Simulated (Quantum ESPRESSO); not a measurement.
# SrO (Fm-3m): from strain to phonon shift

Aim: the phonon deformation potentials p and q of SrO (Fm-3m), tested on a biaxially strained cell.

Main program and level: Quantum ESPRESSO 7.5; DFT LDA, scalar-relativistic, plane waves, GBRV ultrasoft pseudopotentials.

The database entry behind the starting cell differs from later determinations by our own check (about 0.5 % short), so it need not match the best structure at ambient conditions.

### 1. The relaxed structure

The structure is cubic, space group Fm-3m (No. 225). Conventional cell: a = 5.067 Å, b = 5.067 Å, c = 5.067 Å, α = 90.00°, β = 90.00°, γ = 90.00°. Nearest to Sr lie 6 O at 2.53 Å. Nearest to O lie 6 Sr at 2.53 Å. Farther neighbours and most contacts between anions are not listed.

Structure file:

```xyz
2
Lattice="-2.5334 0.0000 2.5334 0.0000 2.5334 2.5334 -2.5334 2.5334 0.0000" Properties=species:S:1:pos:R:3 pbc="T T T"
Sr   -2.5334    2.5334    2.5334
O     0.0000    0.0000    0.0000
```

This is the cell after its relaxation at this level of theory, not the database cell from which that began.

### 2. Uniaxial strain

The relaxed cell is stretched along z alone. This keeps all atoms on sites fixed by symmetry and splits the threefold mode into a singlet, polarised along z, and a doublet. The macroscopic field is left out, so these are transverse modes. Cutoff 55 Ry, k mesh 8×8×8.

From the response at ε_zz = 0.01:

What it wrote:

```text
[banners, grids, parts of the stress and lines that vanish by symmetry left out]
Program PHONON v.7.5
     Reading xml data from directory:

[...]
Exchange-correlation= PZ
                           (   1   1   0   0   0   0   0)
[...]
kinetic-energy cut-off    =      55.0000  Ry
     charge density cut-off    =     440.0000  Ry
     convergence threshold     =      1.0E-18
[...]
Exchange-correlation= PZ
                           (   1   1   0   0   0   0   0)
[...]
q = (   0.0000000   0.0000000   0.0000000 )
     17 Sym.Ops. (with q -> -q+G )
     G cutoff =  516.0149  (  34569 G-vectors)     FFT grid: ( 45, 45, 45)
     G cutoff =  258.0075  (  12143 G-vectors)  smooth grid: ( 36, 36, 32)
     number of k points=    59
[...]
Mode symmetry, D_4h(4/mmm) point group:
[...]
Representation #   1 mode #   1
[...]
End of self-consistent calculation
     Convergence has been achieved
     Representation #   2 mode #   2
[...]
End of self-consistent calculation
     Convergence has been achieved
     Representation #   3 modes #   3   4
[...]
End of self-consistent calculation
     Convergence has been achieved
     Representation #   4 modes #   5   6
[...]
End of self-consistent calculation
     Convergence has been achieved
[...]
q = (    0.000000000   0.000000000   0.000000000 )
[...]
freq (    1) =      -0.267588 [THz] =      -8.925786 [cm-1]
     freq (    2) =      -0.267588 [THz] =      -8.925786 [cm-1]
     freq (    3) =      -0.229798 [THz] =      -7.665238 [cm-1]
     freq (    4) =       5.765980 [THz] =     192.332400 [cm-1]
     freq (    5) =       6.574851 [THz] =     219.313417 [cm-1]
     freq (    6) =       6.574851 [THz] =     219.313417 [cm-1]
[...]
Mode symmetry, D_4h(4/mmm) point group:
     freq (   1-   2) =         -8.9  [cm-1]   --> E_u  X_5' M_5'  I
     freq (   3-   3) =         -7.7  [cm-1]   --> A_2u X_4' M_4'  I
     freq (   4-   4) =        192.3  [cm-1]   --> A_2u X_4' M_4'  I
     freq (   5-   6) =        219.3  [cm-1]   --> E_u  X_5' M_5'  I

   JOB DONE.
```

```
  ε_zz  singlet (cm⁻¹)  doublet (cm⁻¹)  σ_zz (GPa)  σ_xx (GPa)
 -0.01          241.12          213.14      -2.131      -0.435
-0.005          228.78          214.91      -0.981      -0.165
     0          216.50          216.50       0.099       0.099
 0.005          204.59          218.01       1.111       0.357
  0.01          192.33          219.31       2.059       0.608
```

Stress is counted positive in tension.

### 3. The fit

To first order ω² − ω₀² = p ε_zz + q (ε_xx + ε_yy) for the mode along z, and likewise for x and y. With ε_zz alone the singlet gives p and the doublet q.

The linear terms of parabolas through ω² are p = -22.52 ω₀² and q = 2.85 ω₀², with ω₀ = 216.5 cm⁻¹. Those of the stresses are C11 = 209 GPa and C12 = 52 GPa. Under hydrostatic strain p and q imply γ = −(p + 2q)/(6 ω₀²) = 2.80.

A layer held to an in-plane strain ε and free along z takes ε_zz = −2 (C12/C11) ε = -0.498 ε. To first order the singlet then shifts by (q − p C12/C11) ε / ω₀ = 1831 ε cm⁻¹. For ε = 0.006, ε_zz = -0.00299, the formulas for ω² predict 227.23 cm⁻¹ for the singlet and 202.34 cm⁻¹ for the doublet.

### 4. A biaxially strained cell

This run was no part of the fit.

What it wrote:

```text
[banners, grids, parts of the stress and lines that vanish by symmetry left out]
[banner, memory and clock lines left out]
Program PHONON v.7.5

[...]
Exchange-correlation= PZ
                           (   1   1   0   0   0   0   0)
[...]
kinetic-energy cut-off    =      55.0000  Ry
     charge density cut-off    =     440.0000  Ry
     convergence threshold     =      1.0E-18
[...]
Exchange-correlation= PZ
                           (   1   1   0   0   0   0   0)
[...]
q = (   0.0000000   0.0000000   0.0000000 )
     17 Sym.Ops. (with q -> -q+G )
     G cutoff =  512.4298  (  34515 G-vectors)     FFT grid: ( 45, 45, 45)
     G cutoff =  256.2149  (  12139 G-vectors)  smooth grid: ( 36, 36, 36)
     number of k points=    59
[...]
Mode symmetry, D_4h(4/mmm) point group:
[...]
Representation #   1 mode #   1
[...]
End of self-consistent calculation
     Convergence has been achieved
     Representation #   2 mode #   2
[...]
End of self-consistent calculation
     Convergence has been achieved
     Representation #   3 modes #   3   4
[...]
End of self-consistent calculation
     Convergence has been achieved
     Representation #   4 modes #   5   6
[...]
End of self-consistent calculation
     Convergence has been achieved
[...]
q = (    0.000000000   0.000000000   0.000000000 )
[...]
freq (    1) =      -0.263906 [THz] =      -8.802960 [cm-1]
     freq (    2) =      -0.221787 [THz] =      -7.398011 [cm-1]
     freq (    3) =      -0.221787 [THz] =      -7.398011 [cm-1]
     freq (    4) =       6.084974 [THz] =     202.972896 [cm-1]
     freq (    5) =       6.084974 [THz] =     202.972896 [cm-1]
     freq (    6) =       6.809133 [THz] =     227.128245 [cm-1]
[...]
Mode symmetry, D_4h(4/mmm) point group:
     freq (   1-   1) =         -8.8  [cm-1]   --> A_2u X_4' M_4'  I
     freq (   2-   3) =         -7.4  [cm-1]   --> E_u  X_5' M_5'  I
     freq (   4-   5) =        203.0  [cm-1]   --> E_u  X_5' M_5'  I
     freq (   6-   6) =        227.1  [cm-1]   --> A_2u X_4' M_4'  I
```

```
   mode  predicted (cm⁻¹)  run (cm⁻¹)
singlet            227.23      227.13
doublet            202.34      202.97
```

The stress along z is 0.091 GPa and that in the plane 1.452 GPa; the unstrained cell carries 0.099 GPa.

### 5. Outcome

- p (in units of the squared frequency): -22.52
- q (same units): 2.850
- shift of the singlet per unit of biaxial strain: 1831 cm⁻¹
- C11 and C12: 209 and 52 GPa

What this shows: To first order, one per cent of tensile biaxial strain moves the singlet of SrO (Fm-3m) by 18.3 cm⁻¹ and the doublet by -22.8 cm⁻¹; the formulas miss the test run by up to 0.63 cm⁻¹. In the rock-salt structure this mode is infrared active and has no first-order Raman line. The third potential, r, needs shear strain, which was not run. These are harmonic values at zero temperature.

[Host names and launcher messages were left out of these logs when they were recorded.]

[Logs are printed without paths, hosts, clocks, repeated set-up lines and the standing remarks that a program may print on its own settings, such as how far it seeks lower states.]

[Hosts, paths, dates, database ids (printed as entryN), source tags and the programs' standing remarks are cut or masked in the printed files.]
